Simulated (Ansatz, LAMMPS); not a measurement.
# Gap against volume in 48Ga2O3-52ZnO (mol %) with crystalline order left by the classical run (93 atoms)

Density of this cell: 5.48 g/cm³. The cell holds 93 atoms: 26 Ga, 14 Zn and 53 O. Its edges and angles: a = 10.114 Å, b = 10.427 Å, c = 10.330 Å, α = 85.4°, β = 87.4°, γ = 88.3°. The starting structure: 93 atoms (26 Fe, 14 Zn, 53 O) placed at random at 4.69 g/cm³, melted at 5000 K for 10 ps at fixed volume with the Morse and Coulomb pair potential with partial charges (Pedone, Malavasi, Menziani, Cormack and Segre, J. Phys. Chem. B 110, 11780 (2006)). Quenched from 5000 K to 300 K at 20 K/ps and fixed volume, held 10 ps at zero pressure, then minimised at fixed cell. Then Fe was replaced by Ga and the cell scaled by 1.005 (the potential has no terms for the new elements, so the cell is a start for a DFT relaxation).

Calculated with Ansatz 0.2.0: Kohn-Sham DFT, PBE, PAW (set soft_2), plane waves; cutoff 420 eV, Γ point, fixed occupations. The relaxed cell was scaled evenly and the atoms were relaxed at each volume. The gap is that between the highest filled and the lowest empty Kohn-Sham level on the run's k-points.

| volume (Å³/atom) | gap (eV) |
| --- | --- |
| 10.493 | 1.567 |
| 10.960 | 1.483 |
| 11.309 | ? |
| 11.659 | 1.375 |
| 12.009 | 1.312 |
| 12.359 | 1.258 |

Task: Fit a straight line in ln V to the rows given and interpolate to the withheld row.

Worked fit:

A volume deformation potential makes the spacing linear in u = ln(V/V0), with V0 = 11.659 Å³ the relaxed volume; v is the spacing.

| u = ln(V/V0) | v (eV) |
| --- | --- |
| -0.105361 | 1.5674 |
| -0.0618750 | 1.4827 |
| 0 | 1.3746 |
| 0.0295598 | 1.3119 |
| 0.0582685 | 1.2577 |

With n = 5: mean u = -0.0158815, mean v = 1.39886, Σ(u − ū)² = 0.017937, Σ(u − ū)(v − v̄) = -0.033741. Slope b = -0.033741 / 0.017937 = -1.8810; intercept a = v̄ − b ū = 1.3690.

At the withheld volume u = -0.03046, and v = a + b u.

Prediction at 11.309: 1.426 eV. The run gave 1.422 eV, so the fit is high by 0.0046 eV (0.32 % of the value).

The slope, -1.88 eV, says that the spacing narrows on expansion. Among the rows given, the largest miss of the fit is at 11.659, by 0.0056 eV (1.8 % of the range of the table).

Limits: The table spans 16 % in volume, wide for a linear law. Semilocal functionals tend to put gaps under measured ones. Only the Γ point is sampled. Atoms move by up to 0.6 Å in these relaxations, so the structure changes along the series. Defect or tail levels can set the spacing of a disordered cell.

[Hosts, paths, dates, database ids (printed as entryN), source tags and the programs' standing remarks are cut or masked in the printed files.]
